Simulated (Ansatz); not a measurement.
**How LiF (Griceite, Fm-3m) expands on warming**

Wanted: α(T), C_P(T) and B(T) of LiF (Griceite) in the quasi-harmonic approximation.

What experiment has found for this phase:
- volume expansion coefficient 99.6 1e-6/K and heat capacity C_P per formula unit 42 J/mol/K near room temperature (given in “High-Throughput Prediction of Finite-Temperature Properties using the Quasi-Harmonic Approximation”, 2016, arXiv:1603.06924)
- volume expansion coefficient 106.5 1e-6/K near room temperature (given in “Descriptors for thermal expansion in solids”, 2017, arXiv:1701.03966)

Main program and level: Ansatz 0.2.0; DFT PBE, scalar-relativistic, plane waves, PAW, in the first sound run; inputs show where later runs differ.

Report form: the programs' logs are mostly left out.

**1. The starting structure**

Symmetry: Fm-3m, No. 225, cubic system. Conventional cell: a = 4.028 Å, b = 4.028 Å, c = 4.028 Å, α = 90.00°, β = 90.00°, γ = 90.00°. Nearest to Li lie 6 F at 2.01 Å. Nearest to F lie 6 Li at 2.01 Å. Farther neighbours and most contacts between anions are not listed.

**2. Probe on a coarse mesh**

Before spending time, one coarse run tells the gap and the pressure of the starting cell.

The input, input.yaml:

```yaml
crystal:
  lattice:
    - [0.0, 2.014, 2.014]
    - [2.014, 0.0, 2.014]
    - [2.014, 2.014, 0.0]
  atoms:
    - { symbol: Li, position: [0.0, 0.0, 0.0] }
    - { symbol: F, position: [0.5, 0.5, 0.5] }
kpoints:
  mp_grid: { grid: [8, 8, 8] }
hamiltonian:
  xc: pbe
scf:
  occupations: { method: gaussian, width: 0.1 }
output:
  forces: true
  stress: true
  eigenvalues: true
```

The run is started by

```console
> ansatz run input.yaml --threads 4 --pin off --max-ram 16384MiB --backend cpu --events-out ev --progress --plain --runs-dir out
```

The job ended after 1.4 s (4 threads of Intel Xeon Platinum 8375C at 2.90GHz (Ice Lake), shared host; peak memory 0.3 GiB; 1.7 s of CPU time).

Numbers from this step:

* pressure: 2.117 GPa
* gap on the k-mesh: 9.089 eV
* volume per atom: 8.169 Å³

The start is under 2.1 GPa at this level and looks like an insulator or semiconductor on this mesh.

**3. Finding the static equilibrium**

The vibrations must be taken about the equilibrium of this functional, not about the starting cell, so the structure is relaxed.

input.yaml, the sections that differ from step 2:

```yaml
kpoints:
  mp_grid: { grid: [10, 10, 10] }
scf:
  occupations: { method: gaussian, width: 0.02 }
output:
  forces: true
  stress: true
  eigenvalues: true
  write_density: true
  write_potential: true
  elf: true
  volumetric_format: npy
relax:
  adjacent_minimum: "off"
  f_tol: 0.005
  max_steps: 80
  cell: { stress_tol: 0.05 }
# crystal, hamiltonian: as in step 2
```

Elapsed: 1.3 s, on 4 threads; peak memory 0.32 GiB; 3.6 s of CPU time.

The steps of the relaxation:

```
step  energy less that of the first step (eV)  largest force component (eV/Å)  pressure (GPa)  volume (Å³)
   1                                   0.0000                          0.0000            2.12        16.34
   2                                  -0.0010                          0.0000            1.37        16.49
   3                                  -0.0010                          0.0000            0.02        16.76
  4*                                  -0.0030                          0.0000            0.28        16.76
   5                                  -0.0028                          0.0000            0.03        16.82
  6*                                  -0.0031                          0.0000            0.04        16.82
```

Relaxation steps marked * repeat the geometry before them on a plane-wave basis chosen anew for their cell, so energy and pressure can jump there.

The run keeps the 48 symmetry operations that it works with, so distortions that break them were not tested.

```
conventional cell, symmetrised  before  after  change
                         a (Å)   4.028  4.067  +1.0 %
                         b (Å)   4.028  4.067  +1.0 %
                         c (Å)   4.028  4.067  +1.0 %
              volume (Å³/atom)    8.17   8.41  +2.9 %
```

The relaxed structure:

```xyz
2
Lattice="0.0000 2.0335 2.0335 2.0335 0.0000 2.0335 2.0335 2.0335 0.0000" Properties=species:S:1:pos:R:3 pbc="T T T"
Li    0.0000    0.0000    0.0000
F     2.0335    2.0335    2.0335
```

Numbers from this step:

| Item | Value |
| --- | --- |
| pressure | 0.04498 GPa |
| gap on the k-mesh | 8.836 eV |
| volume per atom | 8.409 Å³ |

ELF in the ac plane of the conventional cell at fractional y = 0.000, with atoms of Li and F within 0.2 Å of it. It is the smooth field of the valence electrons, not physical close to the nuclei.

Ten even steps from '0' (0.29 × 1e-1) to '9' (9.91 × 1e-1), each cell a mean:
```
96026776774028
31015777763002
00002566641000
54200122100134
77520001000467
77740167401677
57750399712676
67740289602677
77630023101577
66410000000256
21001345420012
10004677752000
74016777774016
97126765775039
```
Columns run along a (4.1 Å), rows up along c (4.1 Å), edges of the conventional cell, whose origin can differ from the input's. Atoms in or near the plane, at fractional coordinates: Li at (0.00, 0.00), Li at (0.50, 0.50), F at (0.50, 0.00), F at (0.00, 0.50).

Electrostatic potential energy in the ac plane of the conventional cell at fractional y = 0.000, with atoms of Li and F within 0.2 Å of it. With pseudopotentials it is smooth inside the atoms' cores, unlike the true potential.

Ten even steps from '_' (-40 eV) to '@' (7 eV), each cell a mean:
```
::==##@@@@==____..**@@%%**--
++**%%@@@@%%==--++@@@@@@%%**
%%@@@@@@@@@@@@%%@@@@@@@@@@%%
@@@@@@@@@@@@@@@@@@@@@@@@@@@@
++##@@@@@@%%####%%@@@@@@@@**
..--##@@@@**==--++%%@@@@++..
__..++@@%%++::..--##@@%%--__
__..**@@%%**--::==##@@@@==__
--++@@@@@@%%**++**%%@@@@%%==
%%@@@@@@@@@@%%%%@@@@@@@@@@@@
@@@@@@@@@@@@@@@@@@@@@@@@@@@@
##%%@@@@@@@@**++##@@@@@@%%##
--++%%@@@@++....--##@@@@**==
..--##@@%%--____..++@@%%++::
```
Columns run along a (4.1 Å; values clipped at the 3rd and 97th percentile), rows up along c (4.1 Å), edges of the conventional cell, whose origin can differ from the input's. Atoms in or near the plane, at fractional coordinates: Li at (0.00, 0.00), Li at (0.50, 0.50), F at (0.50, 0.00), F at (0.00, 0.50).

Valence density in the ac plane of the conventional cell at fractional y = 0.000, with atoms of Li and F within 0.2 Å of it. It is the smooth field of the valence electrons, not physical close to the nuclei.

Values in e/Å³, 14 rows by 14 columns, each cell a mean:
```
 5  2  0  0  1  3  7 10  5  2  0  0  1  4
 1  0  0  0  0  1  3  3  2  1  0  0  0  1
 0  0  0  0  0  0  1  1  1  0  0  0  0  0
 0  0  0  0  0  0  0  0  0  0  0  0  0  0
 2  1  0  0  0  0  0  0  0  0  0  0  1  2
 7  4  1  0  0  0  2  3  1  0  0  1  2  5
12  7  2  0  0  1  5  8  3  0  0  1  3 10
10  5  2  0  0  1  4  5  2  0  0  1  3  7
 3  2  1  0  0  0  1  1  0  0  0  0  1  3
 1  1  0  0  0  0  0  0  0  0  0  0  0  1
 0  0  0  0  0  0  0  0  0  0  0  0  0  0
 0  0  0  0  0  1  2  2  1  0  0  0  0  0
 3  1  0  0  1  2  5  7  4  1  0  0  0  2
 8  3  0  0  1  3 10 12  7  2  0  0  1  5
```
Columns run along a (4.1 Å), rows up along c (4.1 Å), edges of the conventional cell, whose origin can differ from the input's. Atoms in or near the plane, at fractional coordinates: Li at (0.00, 0.00), Li at (0.50, 0.50), F at (0.50, 0.00), F at (0.00, 0.50).

The relaxation ends with a pressure of 0.04 GPa.

**4. Relaxing to small residual forces and stress**

The thresholds are tightened for a last relaxation ahead of the phonons, and where mesh or smearing change with them the cell follows.

The input, input.yaml:

```yaml
crystal:
  lattice:
    - [0.0, 2.0335339345, 2.0335339345]
    - [2.0335339345, 0.0, 2.0335339345]
    - [2.0335339345, 2.0335339345, 0.0]
  atoms:
    - { symbol: Li, position: [0.0, 0.0, 0.0] }
    - { symbol: F, position: [0.5, 0.5, 0.5] }
kpoints:
  mp_grid: { grid: [12, 12, 12] }
hamiltonian:
  xc: pbe
scf:
  occupations: { method: fixed }
output:
  forces: true
  stress: true
  eigenvalues: true
relax:
  adjacent_minimum: "off"
  f_tol: 0.001
  max_steps: 60
  cell: { stress_tol: 0.01 }
```

Run time: 2.3 s. Hardware: 4 threads; peak memory 0.35 GiB.

Little changed from the start: no atom moved by 0.005 Å and no cell edge by 0.1 %.

Numbers from this step:

* pressure: 0.002992 GPa
* gap on the k-mesh: 8.831 eV
* volume per atom: 8.415 Å³

The residual pressure is 0.0030 GPa, small enough for phonons.

**5. Relaxing at another setting**

The functional, the potentials or the cutoff change, so the crystal is relaxed again at the new setting.

This step: DFT PBE+D3(BJ), scalar-relativistic, plane waves, PAW (Ansatz 0.2.0).

input.yaml, the sections that differ from step 4:

```yaml
crystal:
  lattice:
    - [0.0, 2.0339777672, 2.0339777672]
    - [2.0339777672, 0.0, 2.0339777672]
    - [2.0339777672, 2.0339777672, 0.0]
  atoms:
    - { symbol: Li, position: [0.0, 0.0, 0.0] }
    - { symbol: F, position: [0.5, 0.5, 0.5] }
hamiltonian:
  xc: pbe
  dispersion: d3bj
# kpoints, scf, output, relax: as in step 4
```

Run time: 2.2 s. Hardware: 4 threads; peak memory 0.34 GiB; 6.8 s of CPU time.

The steps of the relaxation:

```
step  energy less that of the first step (eV)  largest force component (eV/Å)  pressure (GPa)  volume (Å³)
   1                                   0.0000                          0.0000           -3.39        16.83
   2                                  -0.0058                          0.0000           -2.27        16.57
   3                                  -0.0115                          0.0000            0.10        16.05
   4                                  -0.0114                          0.0000            0.00        16.07
  5*                                  -0.0091                          0.0000           -0.33        16.07
   6                                  -0.0094                          0.0000            0.00        16.01
  7*                                  -0.0091                          0.0000           -0.02        16.01
   8                                  -0.0091                          0.0000            0.00        16.00
  9*                                  -0.0090                          0.0000            0.00        16.00
```

Relaxation steps marked * repeat the geometry before them on a plane-wave basis chosen anew for their cell, so energy and pressure can jump there.

Forces are held to the 48 operations that the run works with; a distortion that breaks them can't arise in this run.

```
conventional cell, symmetrised  before  after  change
                         a (Å)   4.068  4.000  -1.7 %
                         b (Å)   4.068  4.000  -1.7 %
                         c (Å)   4.068  4.000  -1.7 %
              volume (Å³/atom)    8.41   8.00  -4.9 %
```

The relaxed structure:

```cif
data_structure
_symmetry_space_group_name_H-M 'P 1'
_symmetry_Int_Tables_number 1
_cell_length_a 2.8286
_cell_length_b 2.8286
_cell_length_c 2.8286
_cell_angle_alpha 60.000
_cell_angle_beta 60.000
_cell_angle_gamma 60.000
_cell_volume 16.00
loop_
_atom_site_label
_atom_site_type_symbol
_atom_site_fract_x
_atom_site_fract_y
_atom_site_fract_z
_atom_site_occupancy
Li1 Li 0.00000 0.00000 0.00000 1
F2 F 0.50000 0.50000 0.50000 1
```

Numbers from this step:

- pressure: -0.001081 GPa
- gap on the k-mesh: 9.276 eV
- volume per atom: 8.001 Å³

The residual pressure is -0.0011 GPa, small enough for phonons.

(Continued in part 2 of 2.)

[Logs are printed without paths, hosts, clocks, repeated set-up lines and the standing remarks that a program may print on its own settings, such as how far it seeks lower states.]

[Hosts, paths, dates, database ids (printed as entryN), source tags and the programs' standing remarks are cut or masked in the printed files.]

[A step with changed settings may run another functional than the one named; its input shows which.]
